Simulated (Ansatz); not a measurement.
## Binding across the interface in twisted Ti2CO2 MXene bilayer, 32.20° (390 atoms)

Aim: the interaction energy between the two parts of twisted Ti2CO2 MXene bilayer, 32.20° (390 atoms) and its distance dependence.

Main program and level: Ansatz 0.2.0; Kohn-Sham DFT, PBE+D3(BJ), PAW (set soft_1), plane waves.

### Step 1. Starting point

The cell holds 390 atoms: 78 C, 156 Ti and 156 O. Its edges and angles: a = 18.922 Å, b = 18.922 Å, c = 25.590 Å, α = 90.0°, β = 90.0°, γ = 120.0°. It derives from Ti2CO2 (Ti2CO2 MXene). Ti2CO2 MXene (a = 3.03 Å) under Ti2CO2 MXene (a = 3.03 Å), bilayer, commensurate cell of 39 unit cells a layer, twist 32.20 deg; facing planes 2.71 Å apart; 14 Å of vacuum; layers as built, displaced by a Gaussian of 0.01 Å. Regions: layer 1, 195 atoms (39 C, 78 Ti and 78 O); layer 2, 195 atoms (39 C, 78 Ti and 78 O). Vacuum lies along c.

Limits known from the start: The main run has no spin polarisation, so moments on Ti can't form in it, and no Hubbard term.

### Step 2. Single point at the start

A single point comes first, to see the forces before anything moves.

Input file input.yaml:

```yaml
crystal:
  lattice:
    - [18.9223, 0.0, 0.0]
    - [-9.46115, 16.38719, 0.0]
    - [0.0, 0.0, 25.59]
  atoms:
    - { symbol: C, position: [0.02538, 0.58864, 0.36049] }
    - { symbol: Ti, position: [0.10298, 0.69221, 0.41153] }
    - { symbol: Ti, position: [0.12723, 0.61422, 0.3087] }
    - { symbol: O, position: [0.12891, 0.61596, 0.4475] }
    - { symbol: O, position: [0.10236, 0.69141, 0.27402] }
    - { symbol: C, position: [0.0763, 0.76786, 0.36026] }
    - { symbol: Ti, position: [0.15363, 0.87102, 0.41232] }
    - { symbol: Ti, position: [0.17926, 0.794, 0.30975] }
    - { symbol: O, position: [0.18003, 0.79481, 0.44775] }
    - { symbol: O, position: [0.15326, 0.87092, 0.27387] }
    - { symbol: C, position: [0.12853, 0.94898, 0.35981] }
    - { symbol: Ti, position: [0.20444, 0.05162, 0.41131] }
    - { symbol: Ti, position: [0.22987, 0.97365, 0.30975] }
    - { symbol: O, position: [0.23031, 0.97367, 0.44709] }
    - { symbol: O, position: [0.20538, 0.05195, 0.27402] }
    - { symbol: C, position: [0.99945, 0.00025, 0.36025] }
    - { symbol: Ti, position: [0.07525, 0.10153, 0.41155] }
    - { symbol: Ti, position: [0.10324, 0.02544, 0.30923] }
    - { symbol: O, position: [0.10347, 0.02564, 0.44707] }
    - { symbol: O, position: [0.07845, 0.10358, 0.27372] }
    - { symbol: C, position: [0.05129, 0.17969, 0.36102] }
    - { symbol: Ti, position: [0.12745, 0.28135, 0.41154] }
    - { symbol: Ti, position: [0.15313, 0.20527, 0.30839] }
    - { symbol: O, position: [0.15299, 0.20484, 0.44684] }
    - { symbol: O, position: [0.12802, 0.28229, 0.27341] }
    - { symbol: C, position: [0.10193, 0.35903, 0.36028] }
    - { symbol: Ti, position: [0.18018, 0.46251, 0.41201] }
    - { symbol: Ti, position: [0.2045, 0.38452, 0.30878] }
    - { symbol: O, position: [0.20504, 0.38415, 0.44655] }
    - { symbol: O, position: [0.17889, 0.46185, 0.27334] }
    - { symbol: C, position: [0.15383, 0.53813, 0.36015] }
    - { symbol: Ti, position: [0.23186, 0.64183, 0.41207] }
    [... 352 atom lines left out ...]
    - { symbol: O, position: [0.0008, 0.66709, 0.55339] }
    - { symbol: C, position: [0.05187, 0.87224, 0.64007] }
    - { symbol: Ti, position: [0.94857, 0.79457, 0.69064] }
    - { symbol: Ti, position: [0.97484, 0.89753, 0.58885] }
    - { symbol: O, position: [0.97395, 0.89677, 0.72634] }
    - { symbol: O, position: [0.94733, 0.79389, 0.55284] }
kpoints:
  mp_grid: { grid: [3, 3, 1] }
hamiltonian:
  xc: pbe
  dispersion: d3bj
  pseudopotentials: { kind: paw, azcp: { folder: soft_1 } }
scf:
  occupations: { method: gaussian, width: 0.05 }
output:
  forces: true
```

Run with:

```sh
> ansatz run input.yaml --threads 32 --pin off --max-ram 92160MiB --backend cuda --events-out ev --progress --plain --runs-dir out --max-vram 78GiB
```

Numbers of over 12 decimals in the logs are rounded to 6 here.

What it wrote:

```text
projector tables: rebuilt, as memory chose (as under --projector-tables rebuilt)
[...]
Pseudopotentials: kind: paw
Pseudopotential: C, paw, valence charge 4, recommended cutoff 420 eV (normal), soft_1/C.paw.azcp
Pseudopotential: Ti, paw, valence charge 12, recommended cutoff 420 eV (normal), soft_1/Ti.paw.azcp
Pseudopotential: O, paw, valence charge 6, recommended cutoff 420 eV (normal), soft_1/O.paw.azcp
[...]
GPU FFT provider: cuFFT
GPU libraries: cuBLAS 13.8.1, cuFFT 12.4.0, cuSOLVER 12.3.2
GPU matrix products: emulated (plane waves: as basis.precision tells), large ones in fixed point in workspaces of 1.00 GiB
Crystal: 390 atoms, lattice volume = 7935.032 Å³
Basis set: ecut = 420 eV, 155197 PW (Γ), exchange–correlation on 256×256×360 points (8 copies of the dense FFT grid, shifted against one another)
Bands: 1950, of which v1, the nominal top of the filled ones, is band 1560 counted from 1 (1559 counted from 0)
Symmetry: 1 space group operations
Space group: P1 (ITA 1), of the structure as read, at distance tolerance 2.0e-4 Å
k-points: 5 of 9 (time reversal used)
[...]
Initial density: superposition of atomic densities (neutral atoms: chi_scale 0, normalization atom)
Initial wavefunctions: pseudopotential atomic-orbital guess
GPU buffer pool allocated for 2949120 grid points (all kernels)
GPU transforms: local potential and band sums: pruned to the plane-wave sphere, on 125×125×180
GPU projectors: on the FFT box's points about the atoms, with room for 2485626 of them (8 bands a pass); a geometry past the room, sums that fail their trial, or a want of GPU memory keeps the tables, and a block in half precision can take them where they are the faster
[...]
SCF iter   1: F=—  HF=-499112.732830 eV  |F-HF|=—  |Δ(HF+E_count)|=         —  Δρ=1.60e-1  dr2=2.43e3  ethr=3.10e-3  ⟨swp⟩=7.0  Hψ=37879  notcnv=0  defer=896
preconditioner: auto → Resta (q_TF=auto, 2.335 Å⁻¹)  ε∞=3.6  [insulator: Δε(μ)=2.809 eV  Ē_g=11.179 eV  σ=0.050 eV  W_gap=1.00  n_scr=1668 (ndim 8)  ℏωp=18.0 eV  f_vac=0.439  D(μ)=0.00/eV (n_scr^D=0)  ε∞_Penn≈3.6  vacuum switching on, ρ_ref=9.1e-3 e/Å³]
SCF iter   2: F=—  HF=-498692.277215 eV  |F-HF|=—  |Δ(HF+E_count)|=    4.20e2  Δρ=1.15e-1  dr2=1.08e3  ethr=3.10e-3  ⟨swp⟩=7.8  Hψ=28801  notcnv=0  defer=1667
SCF iter   3: F=—  HF=-498572.572682 eV  |F-HF|=—  |Δ(HF+E_count)|=    1.20e2  Δρ=3.47e-2  dr2=1.12e2  ethr=3.10e-3  ⟨swp⟩=4.0  Hψ=21688  notcnv=0  defer=1699
SCF iter   4: F=—  HF=-498553.225221 eV  |F-HF|=—  |Δ(HF+E_count)|=    1.93e1  Δρ=1.34e-2  dr2=1.36e1  ethr=3.10e-3  ⟨swp⟩=4.2  Hψ=12521  notcnv=0  defer=1035
automatic band count: iteration 4 solves 1808 bands in place of 1950: the levels show a gap, and the empty bands left out lie too high to hold charge; the band table lists the bands solved (type scf.n_extra_bands for more)
SCF iter   5: F=—  HF=-498553.869577 eV  |F-HF|=—  |Δ(HF+E_count)|=   6.44e-1  Δρ=1.05e-2  dr2=1.45e1  ethr=4.37e-4  ⟨swp⟩=6.8  Hψ=24976  notcnv=0  defer=1045
SCF iter   6: F=—  HF=-498552.584218 eV  |F-HF|=—  |Δ(HF+E_count)|=    1.29e0  Δρ=5.97e-3  dr2=4.06e0  ethr=4.37e-4  ⟨swp⟩=10.2  Hψ=16411  notcnv=0  defer=1006
[...]
SCF iter  19: F=—  HF=-498552.206078 eV  |F-HF|=—  |Δ(HF+E_count)|=   8.77e-8  Δρ=8.62e-7  dr2=1.93e-7  ethr=3.21e-12  ⟨swp⟩=17.6  Hψ=42803  notcnv=0
SCF iter  20: F=-498552.206078 eV  HF=-498552.206078 eV  |F-HF|=3.90e-9  |Δ(HF+E_count)|=   4.67e-8  Δρ=2.41e-7  dr2=5.52e-9  ethr=3.21e-12  ⟨swp⟩=2.0  Hψ=21231  notcnv=0
SCF 1 converged in 20 iterations: F = -498552.206078 eV  dr2 = 5.52e-9
[...]
SCF converged after 20 iterations
Free energy (F): -498552.206078 eV
Harris-Foulkes:  -498552.206078 eV  (|F-HF|=3.90e-9)
Internal energy: -498552.206071 eV  (E = F + TS)
E sigma→0 (E₀):  -498552.206075 eV
Entropy (-TS):   -0.000007 eV (-0.000 meV/atom)
Fermi energy:    3.567675 eV
--- Per-component energies (eV) ---
[...]
Σ components = -498552.206078   (vs F -498552.206078, Δ=0.00e0)
--- Forces (eV/Å), atoms counted from 1 ---
[... 390 lines of forces left out ...]
  max |Σ_I F_I| component: 8.56e-5 eV/Å
```

Elapsed: 2.2 min, on 1 × NVIDIA GB200 with 32 threads of Arm Neoverse V2, shared host; peak memory 3.2 GiB.

The program notes that it cut back its plan to fit the GPU's memory.

The r.m.s. force at the start is 0.18 eV/Å.

### Step 3. Relaxation

The atoms are relaxed in the fixed cell, aiming at the force tolerance of the input.

Input file input.yaml:

```yaml
crystal:
  lattice:
    - [18.9223, 0.0, 0.0]
    - [-9.46115, 16.38719, 0.0]
    - [0.0, 0.0, 25.59]
  atoms:
    [... the 390 atom lines of step 2 ...]
kpoints:
  mp_grid: { grid: [3, 3, 1] }
hamiltonian:
  xc: pbe
  dispersion: d3bj
  pseudopotentials: { kind: paw, azcp: { folder: soft_1 } }
scf:
  occupations: { method: gaussian, width: 0.05 }
output:
  forces: true
relax:
  f_tol: 0.05
  max_steps: 120
```

What it wrote:

```text
[...]
projector tables: rebuilt, as memory chose (as under --projector-tables rebuilt)
[...]
Crystal: 390 atoms, lattice volume = 7935.032 Å³
Basis set: ecut = 420 eV, 155197 PW (Γ), exchange–correlation on 256×256×360 points (8 copies of the dense FFT grid, shifted against one another)
Bands: 1950, of which v1, the nominal top of the filled ones, is band 1560 counted from 1 (1559 counted from 0)
Symmetry: 1 space group operations
[...]
k-points: 5 of 9 (time reversal used)
[...]
SCF iter   1: F=—  HF=-499112.732833 eV  |F-HF|=—  |Δ(HF+E_count)|=         —  Δρ=1.60e-1  dr2=2.43e3  ethr=3.10e-3  ⟨swp⟩=7.0  Hψ=37879  notcnv=0  defer=896
[...]
SCF iter   2: F=—  HF=-498692.277132 eV  |F-HF|=—  |Δ(HF+E_count)|=    4.20e2  Δρ=1.15e-1  dr2=1.08e3  ethr=3.10e-3  ⟨swp⟩=7.8  Hψ=28801  notcnv=0  defer=1667
[...]
SCF iter  14: F=-498552.206052 eV  HF=-498552.206074 eV  |F-HF|=2.23e-5  |Δ(HF+E_count)|=   2.29e-5  Δρ=2.07e-5  dr2=4.13e-5  ethr=2.00e-9  ⟨swp⟩=3.0  Hψ=33524  notcnv=0
SCF 1 converged in 14 iterations: F = -498552.206052 eV  dr2 = 4.13e-5
[...]
relax step   1: F+E_penalty+E_count = -498552.20605217 eV  Δ(F+E_penalty+E_count) = +0.000e0 eV  max|allowed force component| = 6.865e-1 eV/Å  Δτ_max = 0.0000 Å  (14 SCF iters, dr2 threshold 6.25e-5 eV, accepted)
[...]
relax step   2: F+E_penalty+E_count = -498553.04272725 eV  Δ(F+E_penalty+E_count) = -8.367e-1 eV  max|allowed force component| = 3.234e-1 eV/Å  Δτ_max = 0.0769 Å  (9 SCF iters, dr2 threshold 2.95e-5 eV, accepted)
[...]
relax step   3: F+E_penalty+E_count = -498553.34133020 eV  Δ(F+E_penalty+E_count) = -2.986e-1 eV  max|allowed force component| = 4.242e-2 eV/Å  Δτ_max = 0.0564 Å  (10 SCF iters, dr2 threshold 6.54e-6 eV, accepted)
[...]
relax step   4: F+E_penalty+E_count = -498553.34133136 eV  Δ(F+E_penalty+E_count) = -1.160e-6 eV  max|allowed force component| = 4.239e-2 eV/Å  Δτ_max = 0.0000 Å  (5 SCF iters, accepted)
WARN: Davidson subspace factor capped 4 → 3 for the GPU's memory: at factor 4, with no wavefunction block in host memory, the run is sure to hold 68.15 GiB on a GPU, at whatever concurrent solve slot count, and, with a margin of one panel a slot, [...]
NSCF: frozen V_eff on 5 k-points
the band table was solved once a step of the walk had ended and its energy, with any forces and stress, was formed, with the checks that follow a solve (45948 applications of the Hamiltonian). They found nothing against the state; the energy, forces and stress were not computed again (output.eigenvalues in the input reference)
SCF converged after 5 iterations
Free energy (F): -498553.341331 eV
[...]
Internal energy: -498553.341331 eV  (E = F + TS)
E sigma→0 (E₀):  -498553.341331 eV
Entropy (-TS):   -0.000000 eV (-0.000 meV/atom)
Fermi energy:    3.575624 eV
[...]
--- Forces (eV/Å), atoms counted from 1 ---
[... 390 lines of forces left out ...]
  max |Σ_I F_I| component: 3.09e-4 eV/Å
--- Band table (eV; the first three rows and the last of 5) ---
--- Relaxed structure (4 steps of the walk, 4 accepted, 0 SCFs on fresh bases) ---
  F+E_penalty+E_count = -498553.34133136 eV   max|allowed force component| = 4.239e-2 eV/Å
  atoms:
[... 390 atom lines left out ...]
```

Run time: 6.4 min. Hardware: 1 × NVIDIA GB200 with 32 threads; peak memory 4.9 GiB.

The program notes that it cut back its work space to fit the memory limit. Further notices: subspace factor gpu capped.

The relaxation converged after 4 steps, 1.14 eV below its start, with a largest force component of 0.042 eV/Å.

### Step 4. Single point at the relaxed geometry

One more single point at the end of the walk gives the fuller output and checks the residual forces.

Input file input.yaml:

```yaml
crystal:
  lattice:
    - [18.9223, 0.0, 0.0]
    - [-9.46115, 16.38719, 0.0]
    - [0.0, 0.0, 25.59]
  atoms:
    - { symbol: C, position: [0.02563, 0.58966, 0.36205] }
    - { symbol: Ti, position: [0.10258, 0.69226, 0.41259] }
    - { symbol: Ti, position: [0.12824, 0.61527, 0.31131] }
    - { symbol: O, position: [0.12839, 0.61559, 0.44806] }
    - { symbol: O, position: [0.10247, 0.69223, 0.27593] }
    - { symbol: C, position: [0.07695, 0.76924, 0.36201] }
    [... 378 atom lines left out ...]
    - { symbol: O, position: [0.99994, 0.66659, 0.55247] }
    - { symbol: C, position: [0.05125, 0.87174, 0.63793] }
    - { symbol: Ti, position: [0.94861, 0.79488, 0.68851] }
    - { symbol: Ti, position: [0.9743, 0.89737, 0.58711] }
    - { symbol: O, position: [0.97431, 0.89742, 0.72393] }
    - { symbol: O, position: [0.94887, 0.79483, 0.55189] }
kpoints:
  mp_grid: { grid: [3, 3, 1] }
hamiltonian:
  xc: pbe
  dispersion: d3bj
  pseudopotentials: { kind: paw, azcp: { folder: soft_1 } }
scf:
  occupations: { method: gaussian, width: 0.05 }
output:
  forces: true
  populations: true
  dos:
    method: { smearing: { sigma: 0.15 } }
    de: 0.1
    projected: { site_lists: { C: [C], O: [O], Ti: [Ti] } }
  eigenvalues: true
  write_density: true
  write_potential: true
  volumetric_format: npy
  elf: true
```

What it wrote:

```text
projector tables: rebuilt, as memory chose (as under --projector-tables rebuilt)
[...]
GPU FFT provider: cuFFT
GPU libraries: cuBLAS 13.8.1, cuFFT 12.4.0, cuSOLVER 12.3.2
[...]
Crystal: 390 atoms, lattice volume = 7935.032 Å³
Basis set: ecut = 420 eV, 155197 PW (Γ), exchange–correlation on 256×256×360 points (8 copies of the dense FFT grid, shifted against one another)
Bands: 1950, of which v1, the nominal top of the filled ones, is band 1560 counted from 1 (1559 counted from 0)
Symmetry: 1 space group operations
[...]
k-points: 5 of 9 (time reversal used)
[...]
GPU buffer pool allocated for 2949120 grid points (all kernels)
[...]
SCF iter   1: F=—  HF=-499116.824905 eV  |F-HF|=—  |Δ(HF+E_count)|=         —  Δρ=1.60e-1  dr2=2.43e3  ethr=3.10e-3  ⟨swp⟩=7.0  Hψ=37865  notcnv=0  defer=934
[...]
SCF iter  19: F=-498553.341331 eV  HF=-498553.341331 eV  |F-HF|=8.73e-10  |Δ(HF+E_count)|=   3.14e-8  Δρ=5.36e-7  dr2=3.07e-8  ethr=3.21e-12  ⟨swp⟩=22.6  Hψ=82524  notcnv=0
SCF 1 converged in 19 iterations: F = -498553.341331 eV  dr2 = 3.07e-8
[...]
WARN: The output density's exchange-correlation potential varies sharply where the density is thin. Do not read a vacuum level from v_tot or v_xc, or from such a field of the output density. On a cell that repeats whose density bears no net charge and no dipole along the vacuum's axis use v_es (v_loc + v_h of the components); [...]
SCF converged after 19 iterations
Free energy (F): -498553.341331 eV
[...]
Internal energy: -498553.341331 eV  (E = F + TS)
E sigma→0 (E₀):  -498553.341331 eV
Entropy (-TS):   -0.000000 eV (-0.000 meV/atom)
Fermi energy:    3.575540 eV
[...]
--- Forces (eV/Å), atoms counted from 1 ---
[... 390 lines of forces left out ...]
  max |Σ_I F_I| component: 5.46e-6 eV/Å
--- Band table (eV; the first three rows and the last of 5) ---
--- Löwdin populations: 390 sites ---
  site symbol       q [e]
[... 390 lines, one an atom, left out ...]
  spilling = 0.003360 (of n_electrons = 3120.000000)
```

Run time: 3.2 min. Hardware: 1 × NVIDIA GB200 with 32 threads; peak memory 14 GiB; 5 min of CPU time.

The program notes that the exchange-correlation potential is rough where the density is thin.

The run gave:

| Property | Result |
| --- | --- |
| free energy | -498553.3413 eV |
| free energy per atom | -1278.3419 eV/atom |
| SCF cycles | 19 |
| r.m.s. force component | 0.01033 eV/Å |
| longest force | 0.04289 eV/Å |
| Fermi energy | 3.576 eV |
| gap (highest filled to lowest empty level) | 0.3693 eV |
| potential in mid-vacuum, over the Fermi level | 5.642 eV |
| potential 4.5 Å over the upper face | 5.643 eV |
| potential 4.5 Å under the lower face | 5.643 eV |
| spilling of the projection | 0.00336 |

Löwdin charges by element (they lack the spilled electrons, 0.027 e an atom on average):

```csv
element,coordination,atoms,mean charge (e),spread,least,most
C,all,78,-0.933,6.0e-4,-0.934,-0.932
O,all,156,-0.628,0.002,-0.630,-0.621
Ti,all,156,1.16,0.0045,1.15,1.17
```

By region:

```csv
region,atoms,mean length of the force (eV/Å)
layer 1,195,0.016
layer 2,195,0.017
```

States in the cell by windows of 1 eV, zero at the Fermi level; some projections on atomic orbitals stand beside the total:

```csv
from (eV),to (eV),total,Ti d,O p,C p,C s
-18,-12,0.0,0.0,0.0,0.0,0.0
-12,-11,17.7,0.9,0.5,0.2,10.2
-11,-10,96.9,15.8,2.0,1.8,59.7
-10,-9,41.4,9.6,0.4,0.2,28.9
-9,-7,0.0,0.0,0.0,0.0,0.0
-7,-6,55.2,13.7,27.9,8.5,0.4
-6,-5,349.3,85.3,216.0,29.4,1.8
-5,-4,507.6,103.9,343.9,39.0,4.5
-4,-3,123.6,35.0,52.9,30.7,1.1
-3,-2,194.2,54.0,55.2,77.8,0.7
-2,-1,152.7,41.6,39.7,66.3,0.3
-1,0,21.8,5.7,6.2,9.3,0.0
0,1,155.4,122.6,23.9,5.7,1.1
1,2,353.6,314.1,21.5,11.6,0.3
```

Between -26 and -18 eV lie 312 more states.

The stored curve holds about 1872 of the 3120 electrons; the rest, give or take the few that broadening carries across the Fermi level, lie in deeper levels below its range.

Not all projections were asked for or kept, so they needn't add up to the total.

The levels nearest the highest filled one (over half full), pooled over k-points and spins:

```csv
level less the highest filled one (eV),occupation
-0.255,2
-0.255,2
-0.0022,2
-0.0019,2
-6.0e-4,2
0,2
0.369,0
0.370,0
0.370,0
0.371,0
0.372,0
0.372,0
```

Planar average of the electrostatic potential energy along the normal, with the Fermi level as zero, after a running mean with a triangular window 4 Å wide at its base:

```csv
height (Å),potential energy (eV)
0.0,5.64
0.7,5.64
1.4,5.64
2.1,5.64
2.8,5.64
3.7,5.64
4.4,5.57
5.1,4.87
5.8,2.38
6.5,-2.08
7.3,-6.83
8.0,-9.48
8.7,-9.78
9.4,-9.66
10.2,-9.84
10.9,-8.50
11.7,-4.67
12.4,-0.84
13.1,-0.43
13.8,-3.78
14.5,-7.90
15.2,-9.76
16.1,-9.68
16.8,-9.73
17.5,-9.68
18.2,-7.59
18.9,-3.10
19.6,1.63
20.3,4.54
21.0,5.53
21.8,5.63
22.6,5.64
23.3,5.64
24.0,5.64
24.7,5.64
25.4,5.64
```

Filled and empty levels are parted by 0.369 eV (on the run's k-points); a semilocal functional tends to put such gaps too low. Mean Löwdin charges: C -0.93, O -0.63, Ti +1.16 e (they miss 0.34 % of the electrons, so they add up to more than the cell's charge). Just under the Fermi level the largest share is C p (46 % of the projected weight), just over it Ti d (72 % of the projected weight). The potential stands 5.82 eV above the highest filled level over the upper face and 5.82 eV under the lower one, a reading of the ionisation potential at this level.

(Part 1 of 2 ends here.)

[Logs are printed without paths, hosts, clocks, repeated set-up lines and the standing remarks that a program may print on its own settings, such as how far it seeks lower states.]

[Hosts, paths, dates, database ids (printed as entryN), source tags and the programs' standing remarks are cut or masked in the printed files.]
